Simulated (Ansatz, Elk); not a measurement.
**How far do independent atoms describe LaBeSi?**

The structure of LaBeSi used here is made up (a known structure type with other elements) and was relaxed beforehand with PBEsol. The aim is the Fourier transform of its all-electron density, F(hkl), set beside the sum over free spherical atoms that refinements use.

Calculated with Elk 11.2.3 (patched build); DFT, PBE, all-electron APW+lo, Dirac cores, scalar-relativistic bands, static density, no spin.

The structure was built from a prototype and need not be the compound's stable phase.

## Step 1: The starting structure

The structure is tetragonal, space group P4/nmm (No. 129). The conventional cell has a = 4.108 Å, b = 4.108 Å, c = 6.737 Å, α = 90.00°, β = 90.00°, γ = 90.00°. Nearest to La lie 4 Be at 2.98 Å and 6 Si at 3.05 to 3.41 Å. Si has 4 Be at 2.40 Å and 6 La at 3.05 to 3.41 Å nearest. Nearest to Be lie 4 Si at 2.40 Å and 4 Be at 2.90 Å and 4 La at 2.98 Å. Farther neighbours are not listed.

## Step 2: Ground state and structure factors

An all-electron density is needed, since X-rays see the cores too. Task 0 finds the density and task 195 Fourier-transforms it; tshift is off so that phases refer to the origin typed.

Input file elk.in:

```
tasks
  0
  195

xctype
  20

spinpol
  .false.

rgkmax
  7.0

gmaxvr
  14.0

lmaxo
  7

lmaxapw
  8

swidth
  0.002

tshift
  .false.

ramdisk
  .false.

hmaxvr
  5.5

maxscl
  120

epspot
  1e-06

sppath
  './'

avec
  7.76322741833 0.00000000000 0.00000000000
  0.00000000000 7.76322741833 0.00000000000
  0.00000000000 0.00000000000 12.73145775854

atoms
  3
  'La.in'
  2
  0.5000000000 0.0000000000 0.6787510259   0.000000 0.000000 0.000000
  0.0000000000 0.5000000000 0.3212489741   0.000000 0.000000 0.000000
  'Si.in'
  2
  0.5000000000 -0.0000000000 0.1855640334   0.000000 0.000000 0.000000
  -0.0000000000 0.5000000000 0.8144359666   0.000000 0.000000 0.000000
  'Be.in'
  2
  0.5000000000 0.5000000000 0.0000000000   0.000000 0.000000 0.000000
  -0.0000000000 0.0000000000 0.0000000000   0.000000 0.000000 0.000000

ngridk
  6 6 4
```

Run with:

```console
> OMP_NUM_THREADS=4 elk
```

Numbers of over 12 decimals in the logs are rounded to 6 here.

Log:

```text
┌─────────────────────────┐
│ Elk code version 11.2.3 │
└─────────────────────────┘

All units are atomic (Hartree, Bohr, etc.)

┌─────────────────────────────────────────────────┐
│ Ground-state run starting from atomic densities │
└─────────────────────────────────────────────────┘

Lattice vectors :
   7.763227418       0.000000000       0.000000000
   0.000000000       7.763227418       0.000000000
   0.000000000       0.000000000       12.73145776

Reciprocal lattice vectors :
  0.8093522151       0.000000000       0.000000000
   0.000000000      0.8093522151       0.000000000
   0.000000000       0.000000000      0.4935165655

Unit cell volume      :    767.2956761
Brillouin zone volume :   0.3232785237

Muffin-tin inner radius fraction :   0.1000000000E-01

Nuclei treated as point charges

Species : 1 (La)
 parameters loaded from : La.in
 name : lanthanum
 nuclear charge    :   -57.00000000
 electronic charge :    57.00000000
 atomic mass :    253209.2366
 muffin-tin radius :    2.800000000
 number of radial points in muffin-tin :   1393
 inner part over the whole radius :   0.9924947902E-02
 number on inner part of muffin-tin    :    996
 approximate nuclear radius :   0.9226798129E-04
 number of mesh points to nuclear radius :    505
 atomic positions (lattice), magnetic fields (Cartesian) :
  1 :   0.50000000  0.00000000 -0.32124897    0.00000000  0.00000000  0.00000000
  2 :   0.00000000  0.50000000  0.32124897    0.00000000  0.00000000  0.00000000

Species : 2 (Si)
 parameters loaded from : Si.in
 name : silicon
 nuclear charge    :   -14.00000000
 electronic charge :    14.00000000
 atomic mass :    51196.73458
 muffin-tin radius :    2.200000000
 number of radial points in muffin-tin :    793
 inner part over the whole radius :   0.9899632250E-02
 number on inner part of muffin-tin    :    553
 approximate nuclear radius :   0.5963282101E-04
 number of mesh points to nuclear radius :    246
 atomic positions (lattice), magnetic fields (Cartesian) :
  1 :   0.50000000  0.00000000  0.18556403    0.00000000  0.00000000  0.00000000
  2 :   0.00000000  0.50000000 -0.18556403    0.00000000  0.00000000  0.00000000

Species : 3 (Be)
 parameters loaded from : Be.in
 name : beryllium
 nuclear charge    :   -4.000000000
 electronic charge :    4.000000000
 atomic mass :    16428.20280
 muffin-tin radius :    1.800000000
 number of radial points in muffin-tin :    593
 inner part over the whole radius :   0.9826427374E-02
 number on inner part of muffin-tin    :    403
 approximate nuclear radius :   0.4290726161E-04
 number of mesh points to nuclear radius :    156
 atomic positions (lattice), magnetic fields (Cartesian) :
  1 :   0.50000000  0.50000000  0.00000000    0.00000000  0.00000000  0.00000000
  2 :   0.00000000  0.00000000  0.00000000    0.00000000  0.00000000  0.00000000

Total number of atoms per unit cell :    6
Total muffin-tin volume :    321.9671703
 ratio of muffin-tin to unit cell volume :   0.4196129085

Spin treatment :
 spin-unpolarised

Number of Bravais lattice symmetries :   16
Number of crystal symmetries         :   16
Crystal has no inversion symmetry
Complex Hermitian eigensolver will be used

k-point grid :      6     6     4
k-point offset :    0.000000000       0.000000000       0.000000000
k-point set is reduced with full crystal symmetry group
Total number of k-points :       30

Muffin-tin radius times maximum |G+k| :    7.000000000
 using average radius
Maximum |G+k| for APW functions       :    3.088235294
Maximum (1/2)|G+k|²                   :    4.768598616
Maximum |G| for potential and density :    14.00000000
Constant for pseudocharge density :   10
 order of it for each species :   17  17  17
 order of it for pair densities of each species (exact exchange by exxq0 0: 18) :   15   9   5
Radial integration step length :    1

G-vector grid sizes :     35    35    60
Number of G-vectors :    35621

Maximum angular momentum used for
 APW functions            :    8
[...]
total energy                :     -17610.936540906

Density of states at Fermi energy :    132.3117968
 (states/Hartree/unit cell)

Estimated indirect band gap :   0.1519260680E-02
 from k-point 12 to k-point 4
Estimated direct band gap   :   0.3246920703E-02
 at k-point 16

Charges :
 core                        :    116.0000000
 valence                     :    34.00000000
 interstitial                :    10.56707632
 muffin-tins (core leakage)
  species : 1 (La)
[...]
species : 2 (Si)
[...]
species : 3 (Be)
[...]
total in muffin-tins        :    139.4329237
 total calculated charge     :    149.9944759
 total charge                :    150.0000000
 error                       :   0.5524054142E-02

RMS change in Kohn-Sham potential (target) :    3.942396543     (  0.1000000000E-05)
Absolute change in total energy (target)   :    4.200933968     (  0.1000000000E-03)

[... loops 3 to 17 left out ...]

┌──────────────────┐
│ Loop number : 18 │
└──────────────────┘

Energies :
 Fermi                       :     0.330440
 sum of occupied eigenvalues :     -10808.995763374
 electron kinetic            :      18798.682576668
 core electron kinetic       :      18676.940246312
 Coulomb                     :     -35947.755507826
 Coulomb potential           :     -29012.959658687
 nuclear-nuclear             :     -1552.2933882592
 electron-nuclear            :     -39802.592814451
 Hartree                     :      5407.1306948843
 Madelung                    :     -21441.275678483
 xc potential                :     -594.71868135450
 exchange                    :     -448.26086261549
 correlation                 :     -7.681410
 electron entropic           :    -0.21207455094354E-02
 total energy                :     -17605.017324122

Density of states at Fermi energy :    169.4719528
 (states/Hartree/unit cell)

Estimated indirect band gap :   0.4336141003E-03
 from k-point 13 to k-point 29
Estimated direct band gap   :   0.3197241747E-02
 at k-point 28

Charges :
 core                        :    116.0000000
 valence                     :    34.00000000
 interstitial                :    10.54777687
 muffin-tins (core leakage)
  species : 1 (La)
[...]
species : 2 (Si)
[...]
species : 3 (Be)
[...]
total in muffin-tins        :    139.4522231
 total calculated charge     :    149.9945917
 total charge                :    150.0000000
 error                       :   0.5408288003E-02

RMS change in Kohn-Sham potential (target) :   0.4677596697E-06 (  0.1000000000E-05)
Absolute change in total energy (target)   :   0.2187737846E-04 (  0.1000000000E-03)

Convergence targets achieved

┌──────────────────┐
│ Loop number : 19 │
└──────────────────┘

Energies :
 Fermi                       :     0.330440
 sum of occupied eigenvalues :     -10808.995757385
 electron kinetic            :      18798.682580859
 core electron kinetic       :      18676.940250665
 Coulomb                     :     -35947.755506538
 Coulomb potential           :     -29012.959663293
 nuclear-nuclear             :     -1552.2933882592
 electron-nuclear            :     -39802.592807027
 Hartree                     :      5407.1306887480
 Madelung                    :     -21441.275674892
 xc potential                :     -594.71867495065
 exchange                    :     -448.26086259618
 correlation                 :     -7.681410
 electron entropic           :    -0.21207451969821E-02
 total energy                :     -17605.017318617

Density of states at Fermi energy :    169.4719039
 (states/Hartree/unit cell)

Estimated indirect band gap :   0.4336269601E-03
 from k-point 13 to k-point 29
Estimated direct band gap   :   0.3197244581E-02
 at k-point 28

Charges :
 core                        :    116.0000000
 valence                     :    34.00000000
 interstitial                :    10.54777680
 muffin-tins (core leakage)
  species : 1 (La)
[...]
species : 2 (Si)
[...]
atom 2                    :    12.25171689     (  0.1349375860E-02)
  species : 3 (Be)
   atom 1                    :    2.760860379     (  0.1134452965E-02)
   atom 2                    :    2.760860379     (  0.1134452965E-02)
 total in muffin-tins        :    139.4522232
 total calculated charge     :    149.9945917
 total charge                :    150.0000000
 error                       :   0.5408288004E-02

┌──────────────────────────────┐
│ Self-consistent loop stopped │
└──────────────────────────────┘

Warning : core states of species 1 leak from the muffin-tin :   0.2210019789E-03

Warning : core states of species 2 leak from the muffin-tin :   0.1349375860E-02

Warning : core states of species 3 leak from the muffin-tin :   0.1134452965E-02

Wrote STATE.OUT
```

Wall time 62 s (4 threads of Arm Neoverse V1, shared host); peak memory 0.17 GiB; 2.9 min of CPU time.

SFACRHO.OUT:

```text

h k l indices transformed by vhmat matrix:
   1.000000000       0.000000000       0.000000000    
   0.000000000       1.000000000       0.000000000    
   0.000000000       0.000000000       1.000000000    

      h      k      l  multipl.   |H|            Re(F)            Im(F)           |F|

      0      0      0      1   0.0000000       150.00000     -0.11940513E-15   150.00000    
      0      0     -1      2  0.49351657      -29.526238      0.53515055E-14   29.526238    
      1      0      0      4  0.80935222      0.53241833E-14  0.73430407E-14  0.90701254E-14
      1      0     -1      4  0.94795021     -0.93173208E-14  -68.071868       68.071868    
     -1      0      1      4  0.94795021     -0.93173208E-14   68.071868       68.071868    
      0      0      2      2  0.98703313      -71.044491      0.10571216E-13   71.044491    
     -1     -1      0      4   1.1445969      -109.92481     -0.13217085E-13   109.92481    
     -1      1     -1      8   1.2464592       36.537015     -0.23324816E-14   36.537015    
      0     -1     -2      4   1.2764346      0.15972550E-13  -85.608411       85.608411    
      0      1      2      4   1.2764346      0.15972550E-13   85.608411       85.608411    
      0      0      3      2   1.4805497       71.872940      0.15880966E-13   71.872940    
     -1     -1      2      8   1.5114021       70.822841     -0.93189933E-15   70.822841    
     -2      0      0      4   1.6187044       106.42958      0.13390392E-13   106.42958    
      1      0     -3      4   1.6873288     -0.93173208E-14   12.840909       12.840909    
      0      1     -3      4   1.6873288     -0.14641504E-13  -12.840909       12.840909    
     -2      0     -1      4   1.6922655      -25.804479     -0.35572817E-14   25.804479    
     -2      0      1      4   1.6922655      -25.804479     -0.14237373E-13   25.804479    
      2     -1      0      8   1.8097666       0.0000000     -0.17335767E-13  0.17335767E-13
```

Elk indexes on the primitive cell of elk.in and gives |H| = 4π sin θ/λ in inverse bohr. Below, one row stands for each form hkl of the conventional cell (m members, Friedel mates merged), F is for one primitive cell and the density is static (no thermal factor). Free-atom factors are Waasmaier and Kirfel's, and R is Σm||F|−|F'||/Σm|F|.

| hkl | m | sin θ/λ (Å⁻¹) | abs F, DFT | neutral atoms | diff. | abs of complex diff. |
| --- | --- | --- | --- | --- | --- | --- |
| 001 | 2 | 0.074 | 29.526 | 29.620 | -0.094 | 0.094 |
| 100 | 4 | 0.122 | 0.000 | 0.000 | +0.000 | 0.000 |
| 101 | 8 | 0.143 | 68.072 | 68.249 | -0.177 | 0.177 |
| 002 | 2 | 0.148 | 71.044 | 70.763 | +0.281 | 0.281 |
| 110 | 4 | 0.172 | 109.925 | 110.075 | -0.150 | 0.150 |
| 111 | 8 | 0.187 | 36.537 | 36.329 | +0.208 | 0.208 |
| 102 | 8 | 0.192 | 85.608 | 85.637 | -0.029 | 0.029 |
| 003 | 2 | 0.223 | 71.873 | 71.754 | +0.119 | 0.119 |
| 112 | 8 | 0.227 | 70.823 | 70.884 | -0.061 | 0.061 |
| 200 | 4 | 0.243 | 106.430 | 106.539 | -0.109 | 0.109 |
| 103 | 8 | 0.254 | 12.841 | 12.753 | +0.088 | 0.088 |
| 201 | 8 | 0.255 | 25.805 | 25.626 | +0.178 | 0.178 |
| 210 | 8 | 0.272 | 0.000 | 0.000 | +0.000 | 0.000 |
| 113 | 8 | 0.281 | 59.368 | 59.050 | +0.318 | 0.318 |

## Step 3: The highest occupied states alone

An energy window below the Fermi level keeps the highest occupied states, to see at which angles they scatter; shallow core shells can lie inside it and anion s states outside. No new self-consistency is needed.

elk.in, as its differences from that of step 2:

```diff
@@ -1,3 +1,2 @@
 tasks
-  0
   195
@@ -40,2 +39,5 @@
 
+wsfac
+  -0.220800 0.630440
+
 sppath
```

Run with:

```console
> OMP_NUM_THREADS=4 elk
```

Log:

```text
┌─────────────────────────────────┐
│ Elk code version 11.2.3 started │
└─────────────────────────────────┘

Info(readinput): the functional depends on the density's gradient
 muffin-tin radial points multiplied by    2.00000
 (not where nrmtscf is given)

┌────────────────────┐
│ Current task : 195 │
└────────────────────┘

Info(sfacrho): density structure factors written to SFACRHO.OUT

 Energy window :  -0.2208000000      0.6304400000

┌──────────────────┐
│ Elk code stopped │
└──────────────────┘
```

Run time: 18 s. Hardware: 4 threads; peak memory 0.17 GiB.

States within 15 eV below the Fermi level hold 18.00 electrons; any levels below the window count with the cores. Their amplitudes can exceed the total, where window and core parts have opposite phase:

| hkl | sin θ/λ (Å⁻¹) | abs F, window | abs F, all |
| --- | --- | --- | --- |
| 001 | 0.074 | 3.900 | 29.526 |
| 100 | 0.122 | 0.000 | 0.000 |
| 101 | 0.143 | 2.121 | 68.072 |
| 002 | 0.148 | 1.212 | 71.044 |
| 110 | 0.172 | 1.236 | 109.925 |
| 111 | 0.187 | 0.338 | 36.537 |
| 102 | 0.192 | 1.073 | 85.608 |
| 003 | 0.223 | 0.019 | 71.873 |
| 112 | 0.227 | 0.584 | 70.823 |
| 200 | 0.243 | 0.429 | 106.430 |

## Step 4: Another functional

The difference from free atoms is small, so it is set against the change that LDA (Perdew-Wang) makes.

elk.in, as its differences from that of step 3:

```diff
@@ -1,2 +1,3 @@
 tasks
+  0
   195
@@ -4,3 +5,3 @@
 xctype
-  20
+  3
 
@@ -39,5 +40,2 @@
 
-wsfac
-  -0.220800 0.630440
-
 sppath
```

Run with:

```console
> OMP_NUM_THREADS=4 elk
```

Log:

```text
┌─────────────────────────┐
│ Elk code version 11.2.3 │
└─────────────────────────┘

All units are atomic (Hartree, Bohr, etc.)

┌─────────────────────────────────────────────────┐
│ Ground-state run starting from atomic densities │
└─────────────────────────────────────────────────┘

Lattice vectors :
   7.763227418       0.000000000       0.000000000
   0.000000000       7.763227418       0.000000000
   0.000000000       0.000000000       12.73145776

Reciprocal lattice vectors :
  0.8093522151       0.000000000       0.000000000
[...]
atom 2                    :    2.765640801     (  0.1235116212E-02)
 total in muffin-tins        :    139.5049118
 total calculated charge     :    149.9943375
 total charge                :    150.0000000
 error                       :   0.5662533869E-02

┌──────────────────────────────┐
│ Self-consistent loop stopped │
└──────────────────────────────┘

Warning : core states of species 1 leak from the muffin-tin :   0.2211833977E-03

Warning : core states of species 2 leak from the muffin-tin :   0.1376049812E-02

Warning : core states of species 3 leak from the muffin-tin :   0.1235116212E-02

Wrote STATE.OUT
[key lines of the parts left out:]
total energy                :     -17589.910485141
```

Wall time 38 s (4 threads); peak memory 0.17 GiB.

Against the first run R = 0.05 %; the largest change is -0.068 at 420.

## Step 5: Basis size

A smaller basis shows how fast F responds to it; the change is likely larger than the basis error of the first run, but doesn't show convergence.

elk.in, as its differences from that of step 4:

```diff
@@ -5,3 +5,3 @@
 xctype
-  3
+  20
 
@@ -11,3 +11,3 @@
 rgkmax
-  7.0
+  5.5
```

Run with:

```console
> OMP_NUM_THREADS=4 elk
```

Log:

```text
┌─────────────────────────┐
│ Elk code version 11.2.3 │
└─────────────────────────┘

All units are atomic (Hartree, Bohr, etc.)

┌─────────────────────────────────────────────────┐
│ Ground-state run starting from atomic densities │
└─────────────────────────────────────────────────┘

Lattice vectors :
   7.763227418       0.000000000       0.000000000
   0.000000000       7.763227418       0.000000000
   0.000000000       0.000000000       12.73145776

Reciprocal lattice vectors :
  0.8093522151       0.000000000       0.000000000
[...]
atom 2                    :    2.750478990     (  0.1131479470E-02)
 total in muffin-tins        :    139.3909487
 total calculated charge     :    149.9945673
 total charge                :    150.0000000
 error                       :   0.5432715722E-02

┌──────────────────────────────┐
│ Self-consistent loop stopped │
└──────────────────────────────┘

Warning : core states of species 1 leak from the muffin-tin :   0.2209569058E-03

Warning : core states of species 2 leak from the muffin-tin :   0.1347093086E-02

Warning : core states of species 3 leak from the muffin-tin :   0.1131479470E-02

Wrote STATE.OUT
[key lines of the parts left out:]
total energy                :     -17605.001071652
```

Elapsed: 40 s, on 4 threads; peak memory 0.17 GiB; 96 s of CPU time.

Against the first run R = 0.01 %; the largest change is -0.026 at 200.

## Step 6: Settings against the effect

| run | R against the first run (%) | R against neutral atoms, low angle (%) | wall time |
| --- | --- | --- | --- |
| PBE, rgkmax 7 | 0.00 | 0.27 | 62 s |
| LDA (Perdew-Wang) | 0.05 | 0.25 | 38 s |
| rgkmax 5.5 | 0.01 | 0.28 | 40 s |

## Step 7: Summary of results

* R against neutral atoms, sin θ/λ < 0.3 Å⁻¹: 0.27 %
* R against neutral atoms, 0.3 to 0.74 Å⁻¹: 0.12 %

Independent neutral atoms miss the calculated amplitudes by R = 0.27 % below 0.3 Å⁻¹ and 0.12 % from there to 0.74 Å⁻¹; by shells, 0.29 % below 0.15 Å⁻¹ (3 forms), 0.27 % 0.15 to 0.3 (12 forms), 0.06 % 0.3 to 0.45 (24 forms), 0.13 % above 0.45 (101 forms). Bonding, aspherical density and the tables' own atoms all enter these figures, and the runs don't part them. The largest change of an amplitude is +0.32 electrons, at 113. The window's part falls from 18.0 electrons at the origin to at most 0.26 between 0.45 and 0.74 Å⁻¹. Below 0.3 Å⁻¹ the changes that finished (LDA (Perdew-Wang) and rgkmax 5.5) move F by R = 0.02 % at most, against the 0.27 % that separates it from free atoms. The k-mesh has no finished test. Part of the difference isn't bonding: the tables are fits to free atoms and ions calculated by other methods than this functional. Thermal motion, anomalous dispersion and extinction are left out.

[Logs are printed without paths, hosts, clocks, repeated set-up lines and the standing remarks that a program may print on its own settings, such as how far it seeks lower states.]

[Hosts, paths, dates, database ids (printed as entryN), source tags and the programs' standing remarks are cut or masked in the printed files.]
